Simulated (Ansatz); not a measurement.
# Rh(100) slab, 5 layers: phonons and vibrational spectra

Wanted: phonon frequencies of Rh(100) slab, 5 layers and what follows from them.

Method: DFT LDA, scalar-relativistic, plane waves, PAW; PAW set soft_1, in Ansatz 0.2.0.

### 1. Starting point

The cell holds 5 atoms: 5 Rh. Its edges and angles: a = 2.687 Å, b = 2.687 Å, c = 20.600 Å, α = 90.0°, β = 90.0°, γ = 90.0°. It derives from Rh. Vacuum lies along c.

### 2. Rough relaxation

The start is far from rest, so a relaxation with loose tolerances brings it close first.

The program solves this slab on a cell height of its own, 39.0 Å, in place of the one typed.

input.yaml

```yaml
crystal:
  lattice:
    - [1.9, 1.9, 0.0]
    - [-1.9, 1.9, 0.0]
    - [0.0, 0.0, 20.6]
  atoms:
    - { symbol: Rh, position: [0.0, 0.0, 0.315534] }
    - { symbol: Rh, position: [0.5, 0.5, 0.407767] }
    - { symbol: Rh, position: [0.0, 0.0, 0.5] }
    - { symbol: Rh, position: [0.5, 0.5, 0.592233] }
    - { symbol: Rh, position: [0.0, 0.0, 0.684466] }
  periodic: [true, true, false]
kpoints:
  mp_grid: { grid: [8, 8, 1] }
hamiltonian:
  xc: lda
  pseudopotentials: { kind: paw, azcp: { folder: soft_1 }, xc_functional: pbe }
scf:
  occupations: { method: gaussian, width: 0.1 }
output:
  forces: true
  stress: true
  eigenvalues: true
relax:
  adjacent_minimum: "off"
  f_tol: 0.05
  max_steps: 80
  cell: { stress_2d_tol: 0.02 }
```

Launch:

```sh
ansatz run input.yaml --threads 8 --pin off --max-ram 16384MiB --backend cpu --events-out ev --progress --plain --runs-dir out
```

Numbers of over 12 decimals in the logs are rounded to 6 here.

Output:

```text
[...]
cell:  # Å, volume = 266.3786 Å³
    - [1.848002, 1.848002, 0.0]
    - [-1.848002, 1.848002, 0.0]
    - [0.0, 0.0, 38.9999984]
  atoms:
    - { symbol: Rh, position: [0, 0, 0.167907] }
    - { symbol: Rh, position: [0.500000, 0.500000, 0.214893] }
    - { symbol: Rh, position: [0, 0, 0.264103] }
    - { symbol: Rh, position: [0.500000, 0.500000, 0.313312] }
    - { symbol: Rh, position: [0, 0, 0.360298] }
[key lines of the parts left out:]
SCF converged after 9 iterations
Free energy (F): -31390.785080 eV
Fermi energy:    -5.553253 eV
P = ½ c Tr σ = -0.0101 N/m
```

Wall time 14 s (8 threads of Arm Neoverse V2, shared host); peak memory 0.88 GiB; 1.7 min of CPU time.

Relaxation path:

```
step  energy less that of the first step (eV)  largest force component (eV/Å)  volume (Å³)
   1                                   0.0000                          1.0824       281.58
   2                                  -0.0734                          1.3382       257.73
   3                                  -0.3068                          0.1782       268.24
   4                                  -0.3130                          0.0250       266.59
   5                                  -0.3131                          0.0012       266.38
  6*                                  -0.3113                          0.0009       266.38
```

Relaxation steps marked * repeat the geometry before them on a plane-wave basis chosen anew for their cell, so energy and pressure can jump there.

The run keeps the 16 symmetry operations that it works with, so distortions that break them were not tested.

```
cell as run  before  after  change
      a (Å)   2.687  2.613  -2.7 %
      b (Å)   2.687  2.613  -2.7 %
```

The atoms that moved most (Å, along periodic axes as changes of fractional coordinates times the final cell, across vacuum about the mean position):

```
atom     dx     dy      dz  length
 Rh5  0.000  0.000  -0.048   0.048
 Rh1  0.000  0.000   0.048   0.048
 Rh4  0.000  0.000   0.019   0.019
 Rh2  0.000  0.000  -0.019   0.019
```

Final coordinates:

```xyz
5
Lattice="1.8480 1.8480 0.0000 -1.8480 1.8480 0.0000 0.0000 0.0000 39.0000" Properties=species:S:1:pos:R:3
Rh    0.0000    0.0000    6.5484
Rh    0.0000    1.8480    8.3808
Rh    0.0000    0.0000   10.3000
Rh    0.0000    1.8480   12.2192
Rh    0.0000    0.0000   14.0516
```

This step gave:

```
gap on the k-mesh : 0 eV
area per atom     : 1.366 Å²
```

The relaxation ends with a largest force component of 9.4e-4 eV/Å.

### 3. Relaxation

Harmonic phonons are second derivatives at a point where the forces vanish, and they are wanted at zero stress, so atoms and cell are relaxed first.

input.yaml

```yaml
crystal:
  lattice:
    - [1.8480015583, 1.8480015583, 0.0]
    - [-1.8480015583, 1.8480015583, 0.0]
    - [0.0, 0.0, 38.9999984]
  atoms:
    - { symbol: Rh, position: [0.0, 0.0, 0.1679071582] }
    - { symbol: Rh, position: [0.5, 0.5, 0.2148934479] }
    - { symbol: Rh, position: [0.0, 0.0, 0.2641025749] }
    - { symbol: Rh, position: [0.5, 0.5, 0.3133117019] }
    - { symbol: Rh, position: [0.0, 0.0, 0.3602979917] }
  periodic: [true, true, false]
kpoints:
  mp_grid: { grid: [14, 14, 1] }
hamiltonian:
  xc: lda
  pseudopotentials: { kind: paw, azcp: { folder: soft_1 }, xc_functional: pbe }
scf:
  occupations: { method: gaussian, width: 0.1 }
output:
  forces: true
  stress: true
  eigenvalues: true
  write_density: true
  write_potential: true
  elf: true
  volumetric_format: npy
relax:
  adjacent_minimum: "off"
  f_tol: 0.005
  max_steps: 80
  cell: { stress_2d_tol: 0.02 }
```

Output:

```text
[...]
Crystal: 5 atoms, lattice volume = 266.379 Å³
Basis set: ecut = 420 eV, 5231 PW (Γ)
Bands: 51, of which v1, the nominal top of the filled ones, is band 43 counted from 1 (42 counted from 0)
Symmetry: 16 space group operations
[...]
k-points: 36 of 196
[...]
SCF iter   1: F=—  HF=-31393.648510 eV  |F-HF|=—  |Δ(HF+E_count)|=         —  Δρ=5.71e-2  dr2=9.09e0  ethr=3.10e-3  ⟨swp⟩=18.0  Hψ=13931  notcnv=0  defer=1
[...]
SCF iter  12: F=-31390.798904 eV  HF=-31390.798904 eV  |F-HF|=4.37e-11  |Δ(HF+E_count)|=  9.82e-10  Δρ=2.73e-7  dr2=2.34e-10  ethr=4.05e-12  ⟨swp⟩=10.6  Hψ=14490  notcnv=0
SCF 1 converged in 12 iterations: F = -31390.798904 eV  dr2 = 2.34e-10
[...]
relax step   1: F+E_penalty+E_count = -31390.79890394 eV  Δ(F+E_penalty+E_count) = +0.000e0 eV  max|allowed force component| = 7.989e-2 eV/Å  Δτ_max = 0.0000 Å  P = +0.646 N/m  Ω = 266.379 Å³  fix = [c, alpha, beta]  reactions: c +0.000 N/m  (12 SCF iters, dr2 threshold 1.00e-7 eV, accepted)
Crystal: 5 atoms, lattice volume = 267.854 Å³
Basis set: ecut = 420 eV, 5271 PW (Γ)
[...]
SCF iter   8: F=-31390.800874 eV  HF=-31390.800875 eV  |F-HF|=9.46e-8  |Δ(HF+E_count)|=   2.15e-7  Δρ=5.14e-6  dr2=1.18e-7  ethr=4.69e-10  ⟨swp⟩=19.8  Hψ=22778  notcnv=0
SCF 2 converged in 8 iterations: F = -31390.800874 eV  dr2 = 1.18e-7
relax step   2: F+E_penalty+E_count = -31390.80087444 eV  Δ(F+E_penalty+E_count) = -1.970e-3 eV  max|allowed force component| = 4.449e-2 eV/Å  Δτ_max = 0.0278 Å  P = +0.147 N/m  Ω = 267.854 Å³  energy of the carried Pulay correction = -2.031e-4 eV  fix = [c, alpha, beta]  reactions: c +0.000 N/m  (8 SCF iters, dr2 threshold 3.99e-7 eV, accepted)
Crystal: 5 atoms, lattice volume = 267.832 Å³
[...]
SCF iter   6: F=-31390.801114 eV  HF=-31390.801114 eV  |F-HF|=6.91e-8  |Δ(HF+E_count)|=   7.45e-8  Δρ=5.94e-6  dr2=1.14e-7  ethr=1.46e-10  ⟨swp⟩=20.6  Hψ=20968  notcnv=0
SCF 3 converged in 6 iterations: F = -31390.801114 eV  dr2 = 1.14e-7
relax step   3: F+E_penalty+E_count = -31390.80111357 eV  Δ(F+E_penalty+E_count) = -2.391e-4 eV  max|allowed force component| = 5.610e-3 eV/Å  Δτ_max = 0.0053 Å  P = -0.065 N/m  Ω = 267.832 Å³  energy of the carried Pulay correction = -2.001e-4 eV  fix = [c, alpha, beta]  reactions: c +0.000 N/m  (6 SCF iters, dr2 threshold 1.24e-7 eV, accepted)
[...]
relax step   4: F+E_penalty+E_count = -31390.80112283 eV  Δ(F+E_penalty+E_count) = -9.267e-6 eV  max|allowed force component| = 1.150e-3 eV/Å  Δτ_max = 0.0002 Å  P = -0.005 N/m  Ω = 267.796 Å³  energy of the carried Pulay correction = -1.951e-4 eV  fix = [c, alpha, beta]  reactions: c +0.000 N/m  (4 SCF iters, dr2 threshold 3.44e-9 eV, accepted)
[...]
SCF iter  10: F=-31390.801329 eV  HF=-31390.801329 eV  |F-HF|=2.36e-10  |Δ(HF+E_count)|=  8.00e-11  Δρ=3.42e-8  dr2=2.41e-12  ethr=1.00e-12  ⟨swp⟩=8.0  Hψ=9833  notcnv=0
SCF 5 converged in 10 iterations: F = -31390.801329 eV  dr2 = 2.41e-12
relax step   5: F+E_penalty+E_count = -31390.80132935 eV  Δ(F+E_penalty+E_count) = -2.065e-4 eV  max|allowed force component| = 1.137e-3 eV/Å  Δτ_max = 0.0000 Å  P = -0.003 N/m  Ω = 267.796 Å³  fix = [c, alpha, beta]  reactions: c +0.000 N/m  stress off target by 3.06e-3 N/m on what of the cell is left free  SCF on the basis re-selected at this cell (its energy is not comparable with the rows above)  (10 SCF iters)
basis re-selected at this cell: Δ(F+E_penalty+E_count) = -2.065e-4 eV, ΔP = +0.002 N/m vs the last step (what re-selecting the basis moved, of the pressure what is left beyond the Pulay correction that the steps carried, after the strain that the cell walked since its last selection, with what the two solves' SCF thresholds leave and, on support functions, any second-order correction that the steps lacked; it is no m [...]
WARN: The output density's exchange-correlation potential varies sharply where the density is thin. Do not read a vacuum level from v_tot or v_xc, or from such a field of the output density. On a cell that repeats whose density bears no net charge and no dipole along the vacuum's axis use v_es (v_loc + v_h of the components); under efield.dipole_correction with no amplitude use v_es + v_field, which holds any externa [...]
SCF converged after 10 iterations
Free energy (F): -31390.801329 eV
[...]
Internal energy: -31390.761914 eV  (E = F + TS)
E sigma→0 (E₀):  -31390.781622 eV
Entropy (-TS):   -0.039415 eV (-7.883 meV/atom)
Fermi energy:    -5.500151 eV
[...]
--- Forces (eV/Å), atoms counted from 1 ---
  atom   1  Rh     0.00000000     0.00000000     0.00113673
  atom   2  Rh    -0.00000000     0.00000000    -0.00100668
  atom   3  Rh     0.00000000    -0.00000000     0.00000000
  atom   4  Rh     0.00000000     0.00000000     0.00100668
  atom   5  Rh     0.00000000     0.00000000    -0.00113673
  max |Σ_I F_I| component: 2.17e-19 eV/Å
--- 2D stress c σ (N/m, compression-positive) ---
       -0.003061       0.000000       0.000000
        0.000000      -0.003061       0.000000
        0.000000       0.000000       0.000000
  P = ½ c Tr σ = -0.0031 N/m
--- Band table (eV; the first three rows and the last of 36) ---
  k-point 0: bands = [... 39 lower, -6.3268, -6.2666, -6.0422, -5.4216, -5.3202, -5.3202, -4.8993, -4.7795, ... 4 higher]
  k-point 1: bands = [... 39 lower, -6.4025, -5.9633, -5.8008, -5.7565, -5.7385, -5.1383, -5.0930, -5.0379, ... 4 higher]
  k-point 2: bands = [... 39 lower, -6.6455, -6.2618, -6.1630, -6.0753, -5.9507, -5.2227, -5.2093, -4.8231, ... 4 higher]
  k-point 35: bands = [... 39 lower, -5.0344, -4.3577, -4.3564, -4.2489, -3.7983, -3.7983, -1.0231, -1.0231, ... 4 higher]
--- Relaxed structure (4 steps of the walk, 4 accepted, 1 SCFs on fresh bases) ---
[...]
cell:  # Å, volume = 267.7955 Å³
    - [1.852910, 1.852910, 0.0]
    - [-1.852910, 1.852910, 0.0]
    - [0.0, 0.0, 38.9999984]
  atoms:
    - { symbol: Rh, position: [0, 0, 0.168490] }
    - { symbol: Rh, position: [0.5, 0.5, 0.215120] }
    - { symbol: Rh, position: [0, 0, 0.26410257492] }
    - { symbol: Rh, position: [0.5, 0.5, 0.313085] }
    - { symbol: Rh, position: [0, 0, 0.359715] }
```

The job ended after 28 s (8 threads; peak memory 1 GiB; 3.7 min of CPU time).

Relaxation path:

```
step  energy less that of the first step (eV)  largest force component (eV/Å)  volume (Å³)
   1                                   0.0000                          0.0799       266.38
   2                                  -0.0020                          0.0445       267.85
   3                                  -0.0022                          0.0056       267.83
   4                                  -0.0022                          0.0011       267.80
  5*                                  -0.0024                          0.0011       267.80
```

Relaxation steps marked * repeat the geometry before them on a plane-wave basis chosen anew for their cell, so energy and pressure can jump there.

Forces are held to the 16 operations that the run works with; a distortion that breaks them can't arise in this run.

```
cell as run  before  after  change
      a (Å)   2.613  2.620  +0.3 %
      b (Å)   2.613  2.620  +0.3 %
```

The atoms that moved most (Å, along periodic axes as changes of fractional coordinates times the final cell, across vacuum about the mean position):

```
atom     dx     dy      dz  length
 Rh5  0.000  0.000  -0.023   0.023
 Rh1  0.000  0.000   0.023   0.023
 Rh4  0.000  0.000  -0.009   0.009
 Rh2  0.000  0.000   0.009   0.009
```

This step gave:

```
area per atom : 1.373 Å²
```

ELF in the ac plane at fractional y = 0.000, with atoms of Rh within 0.2 Å of it. It is the smooth field of the valence electrons, not physical close to the nuclei.

Ten even steps from '_' (0.00) to '@' (0.66), each cell a mean:
```
____________________________
____________________________
____________________________
____________________________
____________________________
____________________________
____________________________
____________________________
____________________________
____________________________
____________________________
____________________________
____________________________
____________________________
====----::::::--::::::----==
@@@@%%##++==------==++##%%@@
------------======----------
@@@@%%##++----==----++##%%@@
------------======----------
######**==----------==**####
**++++==--------------==++++
____________________________
____________________________
____________________________
```
Columns run along a (2.6 Å), rows up along c (39.0 Å). Atoms in or near the plane, at fractional coordinates: Rh at (0.00, 0.17), Rh at (0.00, 0.26), Rh at (0.00, 0.36).

Electrostatic potential energy in the ac plane at fractional y = 0.000, with atoms of Rh within 0.2 Å of it. With pseudopotentials it is smooth inside the atoms' cores, unlike the true potential.

Values in eV, 24 rows by 14 columns, each cell a mean:
```
  0   0   0   0   0   0   0   0   0   0   0   0   0   0
  0   0   0   0   0   0   0   0   0   0   0   0   0   0
  0   0   0   0   0   0   0   0   0   0   0   0   0   0
  0   0   0   0   0   0   0   0   0   0   0   0   0   0
  0   0   0   0   0   0   0   0   0   0   0   0   0   0
  0   0   0   0   0   0   0   0   0   0   0   0   0   0
  0   0   0   0   0   0   0   0   0   0   0   0   0   0
  0   0   0   0   0   0   0   0   0   0   0   0   0   0
  0   0   0   0   0   0   0   0   0   0   0   0   0   0
  0   0   0   0   0   0   0   0   0   0   0   0   0   0
  0   0   0   0   0   0   0   0   0   0   0   0   0   0
  0   0   0   0   0   0   0   0   0   0   0   0   0   0
  0   0   0   0   0   0   0   0   0   0   0   0   0   0
  0   0   0   0   0   0   0   0   0   0   0   0   0   0
-16 -15 -13  -9  -5  -3  -2  -2  -2  -3  -5  -9 -13 -15
-53 -52 -50 -43 -28 -14  -7  -6  -7 -14 -28 -43 -50 -52
 -5  -5  -5  -5  -5  -6  -6  -7  -6  -6  -5  -5  -5  -5
-57 -57 -54 -46 -30 -15  -8  -6  -8 -15 -30 -46 -54 -57
-11 -11  -9  -8  -6  -6  -6  -6  -6  -6  -6  -8  -9 -11
-41 -40 -38 -33 -22 -12  -7  -6  -7 -12 -22 -33 -38 -40
-29 -28 -25 -20 -12  -6  -4  -3  -4  -6 -12 -20 -25 -28
  0   0   0   0   0   0   0   0   0   0   0   0   0   0
  0   0   0   0   0   0   0   0   0   0   0   0   0   0
  0   0   0   0   0   0   0   0   0   0   0   0   0   0
```
Columns run along a (2.6 Å; values clipped at the 3rd and 97th percentile), rows up along c (39.0 Å). Atoms in or near the plane, at fractional coordinates: Rh at (0.00, 0.17), Rh at (0.00, 0.26), Rh at (0.00, 0.36).

Valence density in the ac plane at fractional y = 0.000, with atoms of Rh within 0.2 Å of it. It is the smooth field of the valence electrons, not physical close to the nuclei.

Ten steps, logarithmic in the rise over the least value, from '0' (0.00 × 1e0 e/Å³) to '9' (8.74 × 1e0 e/Å³), each cell a mean:
```
00000000000000
00000000000000
00000000000000
00000000000000
00000000000000
00000000000000
00000000000000
00000000000000
00000000000000
00000000000000
00000000000000
00000000000000
00000000000000
00000000000000
55432211122345
99876433346789
33333333333333
99976433346799
44433333333344
99875433345789
77654322234567
00000000000000
00000000000000
00000000000000
```
Columns run along a (2.6 Å), rows up along c (39.0 Å). Atoms in or near the plane, at fractional coordinates: Rh at (0.00, 0.17), Rh at (0.00, 0.26), Rh at (0.00, 0.36).

(Part 1 of 3 ends here.)

[Logs are printed without paths, hosts, clocks, repeated set-up lines and the standing remarks that a program may print on its own settings, such as how far it seeks lower states.]

[Hosts, paths, dates, database ids (printed as entryN), source tags and the programs' standing remarks are cut or masked in the printed files.]
